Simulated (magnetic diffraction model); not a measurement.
**Magnetic neutron pattern of DyTi₄Ga₂Ru**

Space group P4/mmm (no. 123), a = 4.2470 Å, c = 7.6020 Å.

```
site  atom    x    y       z
  1a    Dy    0    0       0
  1b    Ru    0    0     1/2
  2h    Ga  1/2  1/2  0.8477
  4i    Ti  1/2    0  0.3206
```

This is a made-up structure (elements placed in a structure type, unrelaxed), so the numbers test the method and describe no known phase.

Only Dy is taken to order (form factors of Dy3+); orders and moment sizes are assumed, and not adapted to the symmetry. Radiation: neutrons of λ = 2.36 Å (absorption by Dy left out), 3° to 90°; isotropic B of 0.23 Å² (Dy), 0.24 Å² (Ru), 0.23 Å² (Ga) and 0.28 Å² (Ti). Simulated constant-wavelength pattern: nuclear and magnetic terms add, the magnetic one as |2.695 fm × Σ f S⊥ exp(2πi Q·r) exp(−B s²)|², summed over all Q at one angle with the factor 1/(sin²θ cos θ). For a modulated order the moment at position r is S exp(−2πi k·r) + c.c., with S = m/2 for a sine wave of amplitude m and S = m(u + iv)/2 for moments turning in a plane, u and v being orthogonal unit vectors in it; the phase factor of the sum at Q = H + k is then exp(2πi H·r). Free-ion form factors, Sears's scattering lengths of 1992, no absorption; a label names one of the reflections at its angle. The strongest nuclear line in the range is 100, and lines under 0.2 are left out.

Assume the order k = (0 0 0.445), a sine wave with moments along [001] (amplitudes given), 4.69 μB on Dy.

Q: Where does magnetic intensity appear, and how strong is it?

```csv
2θ (°),index,nuclear,magnetic
17.86,(0 0 1),64.5,0.0
32.26,(1 0 0),6.2,0.0
33.27,(1 0 0.445),0.0,4.4
33.82,(1 0 0.555),0.0,4.1
36.17,(0 0 2),21.9,0.0
37.12,(1 0 1),0.2,0.0
41.84,(1 0 1.445),0.0,1.7
43.19,(1 0 1.555),0.0,1.5
46.27,(1 1 0),100.0,0.0
47.03,(1 1 0.445),0.0,2.1
47.44,(1 1 0.555),0.0,2.1
49.24,(1 0 2),54.7,0.0
49.98,(1 1 1),9.8,0.0
53.80,(1 1 1.445),0.0,1.2
54.92,(1 1 1.555),0.0,1.1
55.51,(0 0 3),4.1,0.0
56.11,(1 0 2.445),0.0,0.5
57.92,(1 0 2.555),0.0,0.5
60.10,(1 1 2),5.1,0.0
65.67,(1 0 3),23.8,0.0
66.22,(1 1 2.445),0.0,0.5
67.52,(2 0 0),12.3,0.0
67.87,(1 1 2.555),0.0,0.5
68.11,(2 0 0.445),0.0,1.0
68.43,(2 0 0.555),0.0,0.9
70.47,(2 0 1),22.0,0.0
73.63,(2 0 1.445),0.0,0.7
74.58,(2 0 1.555),0.0,0.7
75.08,(1 1 3),2.9,0.0
76.76,(0 0 4),2.0,0.0
76.82,(2 1 0),3.0,0.0
77.38,(2 1 0.445),0.0,1.5
77.69,(2 1 0.555),0.0,1.4
79.07,(2 0 2),25.0,0.0
82.68,(2 1 1.445),0.0,1.1
83.15,(1 1 3.445),0.0,0.2
83.60,(2 1 1.555),0.0,1.1
84.59,(2 0 2.445),0.0,0.4
85.28,(1 1 3.555),0.0,0.2
85.72,(1 0 4),37.1,0.0
86.11,(2 0 2.555),0.0,0.4
87.98,(2 1 2),48.5,0.0
```

The strongest magnetic line in the range is (1 0 0.445) at 33.27° (4.4). On top of the Lorentz factor, which all lines share, magnetic lines fade with angle because f falls: for Dy3+ it is 0.96, 0.84, 0.69 and 0.41 at sin θ/λ = 0.1, 0.2, 0.3 and 0.5 Å⁻¹, while nuclear lengths stay constant. The order has no net moment.

[Logs are printed without paths, hosts, clocks, repeated set-up lines and the standing remarks that a program may print on its own settings, such as how far it seeks lower states.]
